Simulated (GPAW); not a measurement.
# Ga K-edge XANES of LaGaO3 (R-3c)

Aim: the near-edge shape at the Ga K edge of LaGaO3 (R-3c), and what the core hole does to it.

Method: X-ray absorption from dipole matrix elements to empty bands, plane-wave PAW LDA, without spin-orbit coupling, in GPAW 26.7.0.

Most raw output is cut from this account.

## Step 1: Set-up

Symmetry: R-3c, No. 167, trigonal system. The conventional cell has a = 5.543 Å, b = 5.543 Å, c = 13.433 Å, α = 90.00°, β = 90.00°, γ = 120.00°. La has 12 O at 2.47 to 3.08 Å nearest. Nearest to Ga lie 6 O at 1.98 Å. Nearest to O lie 2 Ga at 1.98 Å and 4 La at 2.47 to 3.08 Å. Farther neighbours and most contacts between anions are not listed.

Structure file:

```xyz
10
Lattice="2.7715 1.6001 4.4776 -2.7715 1.6001 4.4776 0.0000 -3.2002 4.4776" Properties=species:S:1:pos:R:3 pbc="T T T"
La    0.0000    0.0000   10.0746
La    0.0000    0.0000    3.3582
Ga    0.0000    0.0000    6.7164
Ga    0.0000    0.0000    0.0000
O    -1.2338    1.0631    5.5970
O     1.5376    0.5370    5.5970
O    -0.3038   -1.6001    5.5970
O     1.2338   -1.0631    7.8358
O    -1.5376   -0.5370    7.8358
O     0.3038    1.6001    7.8358
```

## Step 2: The field without a hole

A plain self-consistent run shows whether there is a gap, which decides the set-up of the core-hole run.

The input, scf.py:

```python
import numpy as np
from ase import Atoms
from ase.parallel import parprint, paropen
from gpaw import GPAW, PW, FermiDirac, Mixer, MixerDif, setup_paths
from gpaw.test import gen
setup_paths.insert(0, '.')
gen('Ga', name='nch1s', xcname='LDA', corehole=(1, 0, 0), write_xml=True)
from gpaw.mpi import world
world.barrier()

atoms = Atoms('La2Ga2O6',
    cell=[[2.77145, 1.6000974, 4.4776],
     [-2.77145, 1.6000974, 4.4776],
     [0, -3.20019481, 4.4776]],
    scaled_positions=[[0.75, 0.75, 0.75],
     [0.25, 0.25, 0.25],
     [0.5, 0.5, 0.5],
     [0, 0, 0],
     [0.3048, 0.75, 0.1952],
     [0.75, 0.1952, 0.3048],
     [0.1952, 0.3048, 0.75],
     [0.6952, 0.25, 0.8048],
     [0.25, 0.8048, 0.6952],
     [0.8048, 0.6952, 0.25]],
    pbc=True)
atoms.calc = calc = GPAW(legacy_gpaw=True, mode=PW(500, force_complex_dtype=True), xc='LDA', setups={2: 'nch1s'},
    kpts={'size': (6, 6, 6), 'gamma': True}, occupations=FermiDirac(0.05),
    charge=0, mixer=Mixer(0.1, 5, 50), maxiter=150,
    convergence={'density': 0.0001, 'eigenstates': 1e-6}, txt='scf.txt')
energy = atoms.get_potential_energy() + calc.get_reference_energy()
ef = calc.get_fermi_level()
out = dict(energy=energy, fermi=ef, forces=atoms.get_forces().tolist())
parprint(f'all-electron energy {energy:.4f} eV, Fermi level {ef:.4f} eV')
ev = np.array([[calc.get_eigenvalues(k, s) for k in range(len(calc.get_ibz_k_points()))] for s in range(calc.get_number_of_spins())])
out['homo'], out['lumo'], out['counts'] = ev[ev < ef].max(), ev[ev > ef].min(), sorted(set((ev < ef).sum((0, 2)).tolist()))
out['filled'] = (ev[:, 0] < ef).sum(1).tolist()
import json
with paropen('out.json', 'w') as f:
    json.dump(out, f)
```

Started as:

```console
> OMP_NUM_THREADS=1 mpirun -n 4 gpaw python scf.py
```

Elapsed: 1.9 min, on 4 MPI ranks of Intel Xeon Platinum 8488C (Sapphire Rapids), shared host; peak memory 0.37 GiB.

The mesh shows a gap of 3.44 eV, so the hole is first treated in a charged cell, without the excited electron.

## Step 3: Spectrum without a core hole, Ga atom 3

This cheap baseline ignores the attraction of the hole: it shows the absorber's empty states as they are in the ground state. The data set with a hole of occupation 0 only carries the core orbital.

The absorber has 6 O at 1.98 Å (octahedral, site symmetry -3).

The input, xas.py:

```python
import numpy as np
from ase import Atoms
from ase.parallel import parprint, paropen
from gpaw import GPAW, PW, FermiDirac, Mixer, MixerDif, setup_paths
from gpaw.test import gen
setup_paths.insert(0, '.')
gen('Ga', name='nch1s', xcname='LDA', corehole=(1, 0, 0), write_xml=True)
from gpaw.mpi import world
world.barrier()

atoms = Atoms('La2Ga2O6',
    cell=[[2.77145, 1.6000974, 4.4776],
     [-2.77145, 1.6000974, 4.4776],
     [0, -3.20019481, 4.4776]],
    scaled_positions=[[0.75, 0.75, 0.75],
     [0.25, 0.25, 0.25],
     [0.5, 0.5, 0.5],
     [0, 0, 0],
     [0.3048, 0.75, 0.1952],
     [0.75, 0.1952, 0.3048],
     [0.1952, 0.3048, 0.75],
     [0.6952, 0.25, 0.8048],
     [0.25, 0.8048, 0.6952],
     [0.8048, 0.6952, 0.25]],
    pbc=True)
atoms.calc = calc = GPAW(legacy_gpaw=True, mode=PW(500, force_complex_dtype=True), xc='LDA', setups={2: 'nch1s'},
    kpts={'size': (6, 6, 6), 'gamma': True}, occupations=FermiDirac(0.02),
    charge=0, mixer=Mixer(0.1, 5, 50), maxiter=150,
    convergence={'density': 0.0001, 'eigenstates': 1e-6}, txt='scf.txt')
energy = atoms.get_potential_energy() + calc.get_reference_energy()
ef = calc.get_fermi_level()
out = dict(energy=energy, fermi=ef, forces=atoms.get_forces().tolist())
parprint(f'all-electron energy {energy:.4f} eV, Fermi level {ef:.4f} eV')
ev = np.array([[calc.get_eigenvalues(k, s) for k in range(len(calc.get_ibz_k_points()))] for s in range(calc.get_number_of_spins())])
out['homo'], out['lumo'], out['counts'] = ev[ev < ef].max(), ev[ev > ef].min(), sorted(set((ev < ef).sum((0, 2)).tolist()))
out['filled'] = (ev[:, 0] < ef).sum(1).tolist()

from ase.units import Ha
from gpaw.xas import dipole_matrix_elements
nb = int(calc.get_number_of_electrons() / 2) + 84
top, nb = nb, nb + 8 + nb // 12
nscf = calc.fixed_density(kpts={'size': (4, 4, 4), 'gamma': True}, nbands=nb,
    convergence={'bands': top, 'eigenstates': 5e-3}, maxiter=60, txt='nscf.txt')
cell = atoms.cell.array
ops = [cell.T @ U.T @ np.linalg.inv(cell.T) for U in nscf.wfs.kd.symmetry.op_scc]
filled = [32]  # bands filled in the ground state, by spin
E = np.arange(-25, 34, 0.1)
fwhm = np.interp(E, [4, 25], [1.82, 3.5])
Y, X, zero, highest = 0, 0, 1e9, 1e9
for spin in range(nscf.get_number_of_spins()):
    wfs = nscf.wfs
    mine = wfs.bd.get_slice()  # this rank's bands
    A = dipole_matrix_elements(wfs.setups[2])
    eps = np.zeros((wfs.kd.nibzkpts, nb))
    d = np.zeros((3, A.shape[1], wfs.kd.nibzkpts, nb), complex)
    for kpt in wfs.kpt_u:
        if kpt.s == spin and 2 in kpt.P_ani:
            eps[kpt.k, mine] = kpt.eps_n * Ha
            d[:, :, kpt.k, mine] = (kpt.weight * wfs.nspins / 2) ** 0.5 * np.inner(A, kpt.P_ani[2])
    world.sum(eps)
    world.sum(d)
    T = np.einsum('amkn,bmkn->abkn', d, d.conj()).real
    T = sum(np.einsum('ai,ijkn,bj->abkn', R, T, R) for R in ops) / len(ops)
    empty = np.ones_like(eps, bool) & (np.arange(nb) >= filled[spin])
    zero, highest = min(zero, eps[empty].min()), min(highest, eps[:, top - 1].min())
    lines = [(eps, T, empty)] if spin == 0 else lines + [(eps, T, empty)]
for eps, T, empty in lines:
    f = np.einsum('aakn->akn', T).reshape(3, -1)
    x = eps.ravel() - zero
    w = np.interp(x, E, fwhm) / 2.35482
    g = np.exp(-0.5 * ((E[:, None] - x) / w) ** 2) / (w * (2 * np.pi) ** 0.5)
    Y = Y + (f * empty.ravel()) @ g.T
    X = X + (f * ~empty.ravel()) @ g.T
out.update(E=E.round(2).tolist(), xas=Y.tolist(), xes=X.tolist(), zero=zero, valid=highest - zero, nk=len(eps), nb=nb)
for i in range(0, len(E), 10):
    parprint(f'{E[i]:7.2f}', *(f'{v:10.3e}' for v in Y[:, i]))
import json
with paropen('out.json', 'w') as f:
    json.dump(out, f)
```

Started as:

```console
> OMP_NUM_THREADS=1 mpirun -n 4 gpaw python xas.py
```

Run time: 2.7 min. Hardware: 4 MPI ranks; peak memory 0.53 GiB; 11 min of CPU time.

The Ga K spectrum, Ga atom 3, no core hole (energy from the lowest empty level; intensity scaled to a mean of 1 over the first 20 eV; polarised curves are means over the symmetry-equivalent atoms):

```tsv
E (eV)	isotropic	ε ⊥ c	ε ∥ c
-2.0	0.00	0.00	0.00
-1.0	0.00	0.00	0.00
0.0	0.02	0.02	0.02
1.0	0.08	0.07	0.09
2.0	0.19	0.18	0.21
3.0	0.32	0.31	0.35
4.0	0.32	0.33	0.31
5.0	0.25	0.26	0.22
6.0	0.38	0.35	0.44
7.0	1.19	1.07	1.43
8.0	2.29	2.15	2.55
9.0	2.94	2.93	2.96
10.0	2.88	2.99	2.65
11.0	2.22	2.36	1.94
12.0	1.42	1.53	1.20
13.0	0.84	0.87	0.78
14.0	0.59	0.57	0.63
15.0	0.57	0.54	0.63
16.0	0.70	0.67	0.75
17.0	0.80	0.80	0.81
18.0	0.79	0.82	0.74
19.0	0.74	0.78	0.66
20.0	0.73	0.75	0.68
21.0	0.78	0.77	0.79
22.0	0.85	0.83	0.89
23.0	0.90	0.88	0.93
24.0	0.89	0.88	0.90
25.0	0.86	0.87	0.86
26.0	0.88	0.89	0.87
27.0	0.91	0.91	0.91
```

Main maxima below 27 eV (height): 3.4 eV (0.34), 9.4 eV (3.01) and 17.4 eV (0.81). A K edge sees empty p states on the absorber.

The same matrix elements for filled bands give the Ga K emission of Ga atom 3 (ground-state approximation; energy from the lowest empty level, largest value 1):

```tsv
E (eV)	emission
-24.00	0.00
-23.25	0.00
-22.50	0.01
-21.75	0.04
-21.00	0.11
-20.25	0.20
-19.50	0.19
-18.75	0.10
-18.00	0.03
-17.25	0.03
-16.50	0.04
-15.75	0.02
-15.00	0.00
-14.25	0.00
-13.50	0.00
-12.75	0.00
-12.00	0.01
-11.25	0.04
-10.50	0.11
-9.75	0.23
-9.00	0.41
-8.25	0.71
-7.50	0.98
-6.75	0.92
-6.00	0.67
-5.25	0.48
-4.50	0.37
-3.75	0.23
-3.00	0.08
-2.25	0.01
-1.50	0.00
-0.75	0.00
0.00	0.00
0.75	0.00
1.50	0.00
2.25	0.00
3.00	0.00
```

Emission maxima: -20.0 eV (0.22) and -7.2 eV (1.00).

## Step 4: Cell without a hole, the energy reference

The photon energy needs a difference of total energies, so the cell and mesh of the coming hole run are first run without a hole.

Edit scf.py of step 2 so:

```diff
@@ -26,3 +26,3 @@
 atoms.calc = calc = GPAW(legacy_gpaw=True, mode=PW(500, force_complex_dtype=True), xc='LDA', setups={2: 'nch1s'},
-    kpts={'size': (6, 6, 6), 'gamma': True}, occupations=FermiDirac(0.05),
+    kpts={'size': (4, 4, 4), 'gamma': True}, occupations=FermiDirac(0.02),
     charge=0, mixer=Mixer(0.1, 5, 50), maxiter=150,
```

Started as:

```console
> OMP_NUM_THREADS=1 mpirun -n 4 gpaw python scf.py
```

Run time: 41 s. Hardware: 4 MPI ranks; peak memory 0.29 GiB.

Reference energy: -579739.823 eV with the cores included.

## Step 5: Spectrum with FCH, Ga atom 3

The holes are 5.5 Å apart. In GPAW the data set carries the hole's charge, so charge=0 means a charged cell and charge=-1 a neutral one. The excited electron is left out and a uniform background balances the charge. After the field has converged, empty bands are computed with the density fixed and the dipole matrix elements are summed.

Edit xas.py of step 3 so:

```diff
@@ -6,3 +6,3 @@
 setup_paths.insert(0, '.')
-gen('Ga', name='nch1s', xcname='LDA', corehole=(1, 0, 0), write_xml=True)
+gen('Ga', name='fch1s', xcname='LDA', corehole=(1, 0, 1), write_xml=True)
 from gpaw.mpi import world
@@ -25,4 +25,4 @@
     pbc=True)
-atoms.calc = calc = GPAW(legacy_gpaw=True, mode=PW(500, force_complex_dtype=True), xc='LDA', setups={2: 'nch1s'},
-    kpts={'size': (6, 6, 6), 'gamma': True}, occupations=FermiDirac(0.02),
+atoms.calc = calc = GPAW(legacy_gpaw=True, mode=PW(500, force_complex_dtype=True), xc='LDA', setups={2: 'fch1s'},
+    kpts={'size': (4, 4, 4), 'gamma': True}, occupations=FermiDirac(0.02),
     charge=0, mixer=Mixer(0.1, 5, 50), maxiter=150,
@@ -46,3 +46,3 @@
 filled = [32]  # bands filled in the ground state, by spin
-E = np.arange(-25, 34, 0.1)
+E = np.arange(-6, 34, 0.1)
 fwhm = np.interp(E, [4, 25], [1.82, 3.5])
```

Started as:

```console
> OMP_NUM_THREADS=1 mpirun -n 4 gpaw python xas.py
```

Run time: 88 s. Hardware: 4 MPI ranks; peak memory 0.44 GiB.

The Ga K spectrum, Ga atom 3, full core hole (charged cell) (energy from the lowest empty level; intensity scaled to a mean of 1 over the first 20 eV; polarised curves are means over the symmetry-equivalent atoms):

```tsv
E (eV)	isotropic	ε ⊥ c	ε ∥ c
-2.00	0.00	0.00	0.00
-1.25	0.00	0.00	0.00
-0.50	0.00	0.00	0.00
0.25	0.01	0.01	0.01
1.00	0.04	0.03	0.04
1.75	0.09	0.08	0.10
2.50	0.19	0.17	0.22
3.25	0.38	0.35	0.42
4.00	0.66	0.64	0.70
4.75	0.79	0.78	0.79
5.50	0.70	0.70	0.72
6.25	0.89	0.84	1.00
7.00	1.80	1.66	2.08
7.75	3.26	3.10	3.56
8.50	4.01	4.01	4.01
9.25	3.36	3.54	3.01
10.00	2.14	2.32	1.76
10.75	1.34	1.43	1.17
11.50	1.02	1.05	0.95
12.25	0.81	0.85	0.74
13.00	0.60	0.63	0.53
13.75	0.44	0.45	0.43
14.50	0.37	0.36	0.40
15.25	0.35	0.33	0.40
16.00	0.38	0.36	0.43
16.75	0.47	0.45	0.51
17.50	0.57	0.56	0.60
18.25	0.64	0.64	0.64
19.00	0.65	0.67	0.62
19.75	0.62	0.64	0.57
20.50	0.59	0.61	0.55
21.25	0.59	0.59	0.58
22.00	0.63	0.61	0.65
22.75	0.68	0.66	0.72
23.50	0.73	0.71	0.76
24.25	0.76	0.75	0.78
25.00	0.76	0.75	0.77
25.75	0.74	0.74	0.75
26.50	0.71	0.71	0.71
27.25	0.68	0.68	0.68
28.00	0.65	0.65	0.66
28.75	0.62	0.61	0.63
```

Main maxima below 28 eV (height): 4.6 eV (0.79), 8.6 eV (4.02) and 24.6 eV (0.76). 

## Step 6: What the core hole does

Both curves are counted from their own zero, so only the shift of weight within the empty states shows.

```tsv
E (eV)	no hole	FCH
-2.0	0.00	0.00
-1.0	0.00	0.00
0.0	0.02	0.01
1.0	0.08	0.04
2.0	0.19	0.11
3.0	0.32	0.30
4.0	0.32	0.66
5.0	0.25	0.76
6.0	0.38	0.76
7.0	1.19	1.80
8.0	2.29	3.66
9.0	2.94	3.71
10.0	2.88	2.14
11.0	2.22	1.19
12.0	1.42	0.88
13.0	0.84	0.60
14.0	0.59	0.41
15.0	0.57	0.35
16.0	0.70	0.38
17.0	0.80	0.50
18.0	0.79	0.62
19.0	0.74	0.65
20.0	0.73	0.61
21.0	0.78	0.59
22.0	0.85	0.63
23.0	0.90	0.70
24.0	0.89	0.75
25.0	0.86	0.76
26.0	0.88	0.73
27.0	0.91	0.69
```

With each curve scaled to its own mean, the area from −2 to 6 eV with the hole is 2.2 against 1.3, and the centre of weight from −1 to 20 eV moves by -1.1 eV: the hole pulls the absorber's empty states down.

## Step 7: What came out

| Property | Result |
| --- | --- |
| absorber and edge | Ga K, atom 3 of the ground-state input (counted from 1) |
| surroundings | 6 O at 1.98 Å (octahedral, site symmetry -3) |
| highest intensity below 24 eV | 8.6 eV above the zero, height 4.02 |

**Reading.** The Ga K edge of atom 3, with 6 O at 1.98 Å (octahedral, site symmetry -3), has its highest intensity of the first 24 eV at 8.6 eV above the zero, 4.0 times the mean level of the first 20 eV (Gaussian full width 1.82 eV up to 4 eV, rising linearly to 3.5 eV at 25 eV). With each curve scaled to its own mean, the area from −2 to 6 eV with the hole is 2.2 against 1.3, and the centre of weight from −1 to 20 eV moves by -1.1 eV: the hole pulls the absorber's empty states down. At the Ga K edge of atom 3 polarisation matters most near 9.6 eV, where the curves differ by 0.6 on this scale. The script folds with a Gaussian, whereas the core hole's own line is a Lorentzian, so the onset is too steep and the first peak too high. The holes are only 5.5 Å apart, so the shape is probably not converged with cell size; no larger cell was run here. The mesh is coarse (0.35 Å⁻¹ between points), so small maxima may be mesh ripples. Lifetime broadening is put in by hand, and intensities beyond about 20 eV depend on it and on the partial waves; weight that the partial waves miss at high energy is lost. The structure is a published determination, not relaxed.

[Logs are printed without paths, hosts, clocks, repeated set-up lines and the standing remarks that a program may print on its own settings, such as how far it seeks lower states.]

[Hosts, paths, dates, database ids (printed as entryN), source tags and the programs' standing remarks are cut or masked in the printed files.]

[Lists of maxima count a maximum above −3 eV only where it reaches 4 % of the highest in the window and stands out from its surroundings by 2 % of it (1.5 % where it reaches 55 %); shoulders and weaker maxima are passed over, and of the rest the first, up to two pre-edge ones and the few strongest are named.]
